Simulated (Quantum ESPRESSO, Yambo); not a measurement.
# Quasiparticle gap of BaAlGeH (P3m1) in Yambo, part 3 of 3

Wanted: ground state, empty states, screening and self-energy for BaAlGeH (P3m1).

Quantum ESPRESSO 7.5 and Yambo 5.3.0; PBEsol and many-body steps on it, plane waves. Known limits of the many-body steps: not at the basis limit; exchange with frozen shells missing; coarse k mesh.

So far. Step 3 (Bands along the symmetry lines): The gap is 0.701 eV, −0.054 eV from the run before at this level. Step 4 (Empty states on the mesh, 3×3×4 mesh, 162 bands): On this mesh the gap is 0.892 eV. The earlier step found 0.755 eV, so this mesh misses an edge.

**6. Screening and self-energy, 3×3×4 mesh, 162 bands, screening to 88.4 eV**

G0W0 replaces the xc potential by the self-energy, built once from these orbitals. Only a window of levels is corrected, while the sums run over the empty bands that the input names.

This step: G0W0 on PBEsol with spin-orbit coupling, plane waves, norm-conserving pseudopotentials.

gw4.in reads:

```
HF_and_locXC
gw0
dyson
ppa
em1d
rim_cut
RandQpts= 1000000
RandGvec= 1 RL
EXXRLvcs= 70 Ry
VXCRLvcs= 280 Ry
Chimod= "HARTREE"
% BndsRnXp
 1 | 162 |
%
NGsBlkXp= 6.5 Ry
% LongDrXp
 1 | 1 | 1 |
%
% GbndRnge
 1 | 162 |
%
DysSolver= "n"
ExtendOut
PPAPntXp= 27.21138 eV
% QPkrange
 3 | 3 | 25 | 32 |
 10 | 10 | 25 | 32 |
 1 | 1 | 25 | 32 |
%
```

Launch:

```
$ OMP_NUM_THREADS=1 mpirun -n 4 yambo -F gw4.in -J gw4 -C gw4 > gw4.log
```

Output:

```text
 Yambo, version 5.3.0

 [02] CORE Variables Setup
 =========================

  [... cell, symmetries and grids as in the set-up ...]

  [02.05] Energies & Occupations
  ==============================

  [X] === General ===
  [X] Electronic Temperature                        :  0.000000  0.000000 [eV K]
  [X] Bosonic    Temperature                        :  0.000000  0.000000 [eV K]
  [X] Finite Temperature mode                       : no
  [X] El. density                                   :  0.32835E+24 [cm-3]
  [X] Fermi Level                                   :  7.894789 [eV]

  [X] === Gaps and Widths ===
  [X] Conduction Band Min                           :  0.891553 [eV]
  [X] Valence Band Max                              :  0.000000 [eV]
  [X] Filled Bands                                  :  28
  [X] Empty Bands                                   :   29  162
  [X] Direct Gap                                    :  1.293411 [eV]
  [X] Direct Gap localized at k                     :  10
  [X] Indirect Gap                                  :  0.891553 [eV]
  [X] Indirect Gap between kpts                     :   3  10
  [X] Last valence band width                       :  0.947096 [eV]
  [X] 1st conduction band width                     :  2.220159 [eV]

 [03] Transferred momenta grid and indexing
 ==========================================

 IBZ Q-points                                      :  10
 BZ  Q-points                                      :   36

 K/Q-points units:
 rlu = crystal or reduced units; cc = cartesian coordinates; iku = interal k-units

 Q [ 1]         [rlu]:  0.000000  0.000000  0.000000
 Q [ 2]         [rlu]:  0.000000  0.000000  0.250000
 Q [ 3]         [rlu]:  0.000000  0.000000 -0.500000
 Q [ 4]         [rlu]: -0.50022E-17  0.33333       0.0000
 Q [ 5]         [rlu]: -0.50022E-17  0.33333      0.25000
 Q [ 6]         [rlu]: -0.50022E-17  0.33333     -0.50000
 Q [ 7]         [rlu]:  0.333333  0.333333  0.000000
 Q [ 8]         [rlu]:  0.333333  0.333333  0.250000
 Q [ 9]         [rlu]:  0.333333  0.333333 -0.500000
 Q [10]         [rlu]:  0.50022E-17 -0.33333      0.25000

 [04] Coloumb potential Random Integration (RIM)
 ===============================================

  [04.01] RIM initialization
  ==========================

  * Diagonal components only detected *

  8 x (sBL volume)        :  0.095788 [a.u.]
  sBZ random points       :  1000000
  Points outside the sBZ  :   7994252
  RL volume               :  0.431045 [a.u.]
  Integrated volume       :  0.431355 [a.u.]

  [04.02] RIM integrals
  =====================

  Gamma point sphere radius             :  0.082995 [a.u.]
  Points outside the sphere             :   799854
  [Int_sBZ(q=0) 1/q^2]*(Vol_sBZ)^(-1/3) =:  7.456237
                                 should be <:  7.795600

  Summary of Coulomb integrals for non-metallic bands |Q|[au] RIM/Bare

  Q [1] 0.100000E-4 0.956467 * Q [2] 0.159360 0.799776
  Q [4] 0.294547 1.126168 * Q [3] 0.318719 0.944839
  Q [5] 0.334894 1.062290 * Q [10] 0.334894 1.062718
  Q [6] 0.433982 1.009440 * Q [7] 0.510171 1.040563
  Q [8] 0.534481 1.031671 * Q [9] 0.601545 1.016757

 [05] Dipoles
 ============

  [05.01] Setup: observables and procedures
  =========================================

  [WARNING] [x,Vnl] slows the Dipoles computation. To neglect it rename the ns.kb_pp file

 [06] Dynamic Dielectric Matrix (PPA)
 ====================================

 [WR./gw4//ndb.pp]---------------------------------------------------------------
  Brillouin Zone Q/K grids (IBZ/BZ)                :   10   36   10   36
  RL vectors                                       :   6909 [WF]
  Coulomb cutoff potential                         : none
  Electronic Temperature                           :  0.000000 [K]
  Bosonic    Temperature                           :  0.000000 [K]
  PPA    diel. fun.  energies                      : Perdew, Burke & Ernzerhof SOL(X)+Perdew, Burke & Ernzerhof SOL(C)
  wavefunctions                                    : Perdew, Burke & Ernzerhof SOL(X)+Perdew, Burke & Ernzerhof SOL(C)
  Global Gauge                                     : length
  X matrix size                                    :  159
  X band range                                     :    1  162
  X e/h energy range                               : -1.000000 -1.000000 [eV]
  X Time ordering                                  : R
  X Hxc Kernel                                     : HARTREE
  X Drude frequency                                :  0.000000  0.000000
  X poles                                          :  100.0000 [o/o]
  RL vectors in the sum                            :   6909
  [r,Vnl] included                                 : yes
  Field direction                                  :  0.577350E-5  0.577350E-5  0.577350E-5
  BZ energy Double Grid                            : no
  BZ energy DbGd points                            : 0
  BZ Q point size factor                           : -1.000000
  X Optical Averaged directions                    : none

 [07] Local Exchange-Correlation + Non-Local Fock
 ================================================

 [VXC] Plane waves :   45473
 [EXS] Plane waves :   5667

 QP @ state[ 1 ] K range:  1  1
 QP @ state[ 1 ] b range:   25   32
 QP @ state[ 2 ] K range:  3  3
 QP @ state[ 2 ] b range:   25   32
 QP @ state[ 3 ] K range:  10  10
 QP @ state[ 3 ] b range:   25   32

 [xc] Functional : Perdew, Burke & Ernzerhof SOL(X)+Perdew, Burke & Ernzerhof SOL(C)
 [xc] LIBXC used to calculate xc functional
  PP Number of Atomic Species                      :   4
  NLCC RL compoments                               :   45473
  PP Number of Atomic Species                      :   4
  NLCC RL compoments                               :   45473

 [xc] E_xc :  -14.59980 [Ha]
      E_xc :  -29.19960 [Ry]

  Local XC kind (lXC) : Perdew, Burke & Ernzerhof SOL(X)+Perdew, Burke & Ernzerhof SOL(C)
  Non-Local XC kind (nlXC) : Hartree-Fock

  Corrections @ K [1] :  [eV]
 <25|nlXC|25> = -12.45816  0.25126E-17 <25|lXC|25> = -10.63781  0.23602E-16
 <26|nlXC|26> = -12.45818  0.32816E-17 <26|lXC|26> = -10.63782  0.17702E-16
 <27|nlXC|27> = -12.35766 -0.78147E-17 <27|lXC|27> = -10.60031  0.33190E-17
 <28|nlXC|28> = -12.35763 -0.39256E-17 <28|lXC|28> = -10.60031  0.14025E-16
 <29|nlXC|29> = -6.349125 -0.45843E-18 <29|lXC|29> = -10.03945 -0.18882E-15
 <30|nlXC|30> = -6.349113 -0.25334E-17 <30|lXC|30> = -10.03945  0.94408E-16
 <31|nlXC|31> = -5.610134 -0.56645E-18 <31|lXC|31> = -9.881106  0.11847E-16
 <32|nlXC|32> = -5.610147  0.23492E-17 <32|lXC|32> = -9.881106 -0.18439E-18

  Corrections @ K [3] :  [eV]
 <25|nlXC|25> = -12.89217 -0.53038E-17 <25|lXC|25> = -11.00419 -0.88047E-17
 <26|nlXC|26> = -12.89213  0.65737E-17 <26|lXC|26> = -11.00419  0.23510E-17
[...]
Corrections @ K [10] :  [eV]
[...]
<28|nlXC|28> = -11.43862  0.85748E-17 <28|lXC|28> = -10.10022  0.11801E-16
 <29|nlXC|29> = -5.477282  0.11869E-17 <29|lXC|29> = -9.123768 -0.47204E-16
 <30|nlXC|30> = -5.521205 -0.55437E-18 <30|lXC|30> = -9.144928  0.000000
 <31|nlXC|31> = -5.360383 -0.24910E-17 <31|lXC|31> = -9.514015  0.23602E-16
 <32|nlXC|32> = -5.336515 -0.19434E-17 <32|lXC|32> = -9.497165  0.23602E-16

  [07.01] Hartree-Fock occupations report
  =======================================

  [Hartree-Fock] === General ===
  [Hartree-Fock] Electronic Temperature             :  0.000000  0.000000 [eV K]
  [Hartree-Fock] Bosonic    Temperature             :  0.000000  0.000000 [eV K]
  [Hartree-Fock] Finite Temperature mode            : no
  [Hartree-Fock] El. density                        :  0.32835E+24 [cm-3]
  [Hartree-Fock] Fermi Level                        :  7.894789 [eV]

  [Hartree-Fock] === Gaps and Widths ===
  [Hartree-Fock] Conduction Band Min                :  1.157726 [eV]
  [Hartree-Fock] Valence Band Max                   : -0.238445 [eV]
  [Hartree-Fock] Filled Bands                       :  28
  [Hartree-Fock] Empty Bands                        :   29  162
  [Hartree-Fock] Direct Gap                         :  1.506382 [eV]
  [Hartree-Fock] Direct Gap localized at k          :  2
  [Hartree-Fock] Indirect Gap                       :  1.396170 [eV]
  [Hartree-Fock] Indirect Gap between kpts          :   2   4
  [Hartree-Fock] Last valence band width            :  1.931941 [eV]
  [Hartree-Fock] 1st conduction band width          :  3.873519 [eV]

 [08] Dyson equation: Newton solver
 ==================================

  [08.01] G0W0 (W PPA)
  ====================

  [  GW  ] Bands range     :    1  162
  [GW/PPA] G damping       :  0.100000 [eV]

  QP @ state[ 1 ] K range:  1  1
  QP @ state[ 1 ] b range:   25   32
  QP @ state[ 2 ] K range:  3  3
  QP @ state[ 2 ] b range:   25   32
  QP @ state[ 3 ] K range:  10  10
  QP @ state[ 3 ] b range:   25   32

   Sc/G bands                                       :    1  162
   Sc/G damping                                     :  0.100000 ev
   Sc bands terminator                              : no
   Sx RL components                                 :   5667

   QP @ state[ 1 ] K range                          :  1  1
   QP @ state[ 1 ] b range                          :   25   32
   QP @ state[ 2 ] K range                          :  3  3
   QP @ state[ 2 ] b range                          :   25   32
   QP @ state[ 3 ] K range                          :  10  10
   QP @ state[ 3 ] b range                          :   25   32
   GF energies kind                                 : Perdew, Burke & Ernzerhof SOL(X)+Perdew, Burke & Ernzerhof SOL(C)
   GF WF`s kind                                     : Perdew, Burke & Ernzerhof SOL(X)+Perdew, Burke & Ernzerhof SOL(C)
   Xs energies kind                                 : Perdew, Burke & Ernzerhof SOL(X)+Perdew, Burke & Ernzerhof SOL(C)
   Xs WF`s kind                                     : Perdew, Burke & Ernzerhof SOL(X)+Perdew, Burke & Ernzerhof SOL(C)

 [11] Game Over & Game summary
```

Wall time 3.6 min (4 MPI ranks of Arm Neoverse V1, shared host); peak memory 3.7 GiB; 14 min of CPU time.

Numbers from this step:

| Quantity | Value |
| --- | --- |
| G0W0 gap on the points computed | 1.442 eV |
| starting gap on the mesh | 0.8916 eV |
| k of the valence top | 0, 0, -0.5 |
| k of the conduction bottom | 0, -0.3333, 0.25 |
| least direct G0W0 gap on the computed points | 1.810 eV |
| Z at the valence top | 0.7817 |
| Z at the conduction bottom | 0.7926 |

The gap on the mesh goes from 0.89 eV to 1.44 eV, a correction of +0.55 eV. The start differs from the 0.76 eV found before because the two sample other k points.

Limits: finite bands, cutoff and mesh; exchange with frozen shells missing; coarse k mesh. v1 is the top filled band, c1 the lowest empty one. The levels before and after the correction (eV, zero at the valence-band top of each column):

```tsv
	conduction bottom	valence top
Kohn-Sham	0.89	0.00
G0W0	1.44	0.00
```

```tsv
	level	energy (eV)
Kohn-Sham	(0 0 -0.5) v3	-0.018
Kohn-Sham	(0 0 -0.5) v2-v1	0.000
Kohn-Sham	(0 0 -0.5) c1-c2	1.317
Kohn-Sham	(0 0 -0.5) c3	1.901
Kohn-Sham	(0 -0.333 0.25) v3	-1.166
Kohn-Sham	(0 -0.333 0.25) v2	-0.437
Kohn-Sham	(0 -0.333 0.25) v1	-0.402
Kohn-Sham	(0 -0.333 0.25) c1	0.892
Kohn-Sham	(0 -0.333 0.25) c2	0.916
Kohn-Sham	(0 -0.333 0.25) c3	2.430
G0W0	(0 0 -0.5) v3	-0.143
G0W0	(0 0 -0.5) v2-v1	0.000
G0W0	(0 0 -0.5) c1-c2	1.854
G0W0	(0 0 -0.5) c3	2.599
G0W0	(0 -0.333 0.25) v3	-1.281
G0W0	(0 -0.333 0.25) v2	-0.412
G0W0	(0 -0.333 0.25) v1	-0.367
G0W0	(0 -0.333 0.25) c1	1.442
G0W0	(0 -0.333 0.25) c2	1.459
G0W0	(0 -0.333 0.25) c3	3.065
```

**7. Where the time went**

Times are wall times on the hardware named with each run, good to a factor of about two.

```tsv
step	time	share	memory (GiB)
ground state	65 s	15 %	0.73
bands along the symmetry lines	68 s	16 %	0.45
empty states on the mesh	70 s	17 %	0.88
conversion and set-up	4.5 s	1 %	0.24
screening and self-energy	3.6 min	51 %	3.7
```

**8. Results**

| Property | Result |
| --- | --- |
| PBEsol gap | 0.70 eV, indirect |
| G0W0 gap on the mesh | 1.44 eV |
| G0W0 gap over the zone (rigid shift) | 1.25 eV |
| GW settings | 3×3×4 mesh, 162 bands, screening to 88.4 eV, Godby-Needs plasmon pole |
| known limits | not at the basis limit; exchange with frozen shells missing; coarse k mesh |

G0W0 moves the gap on the mesh from 0.89 eV to 1.44 eV (+0.55 eV), with Z of 0.78 and 0.79 at the edges. The mesh misses the band edges by 0.19 eV in all; a rigid shift gives 1.25 eV for the zone. Only 3 of the mesh's irreducible points were corrected, so a valley elsewhere could overtake. The dearest step here is «screening and self-energy». Bands and cutoff are finite, so the gap is not at the basis limit. The miss can reach some tenths of an eV and take either sign; the mesh is an error of its own. In the G0W0 run levels were corrected at 3 k points alone, so a gap called «on the mesh» is the least over those, and an edge elsewhere would be missed. A denser mesh or path gives a starting gap of 0.70 eV: the GW mesh misses a band edge, so its gaps are not the fundamental one. The 3×3×4 mesh is coarse for this cell, which bears on the long-range parts of exchange and screening. The norm-conserving file of at least one element keeps a d shell over frozen s and p shells of the same row. Exchange with those shells is missing from the self-energy, an error of 0.3 to 0.9 eV in cases checked, whose sign depends on which edge lies on those atoms.

[Paths, hosts, dates, memory and timing lines, banners, echoed tables and standing remarks are left out of the program output.]

[Logs are printed without paths, hosts, clocks, repeated set-up lines and the standing remarks that a program may print on its own settings, such as how far it seeks lower states.]

[Runs of the session that timed out or met a known fault of the program may be left out.]

[Hosts, paths, dates, database ids (printed as entryN), source tags and the programs' standing remarks are cut or masked in the printed files.]
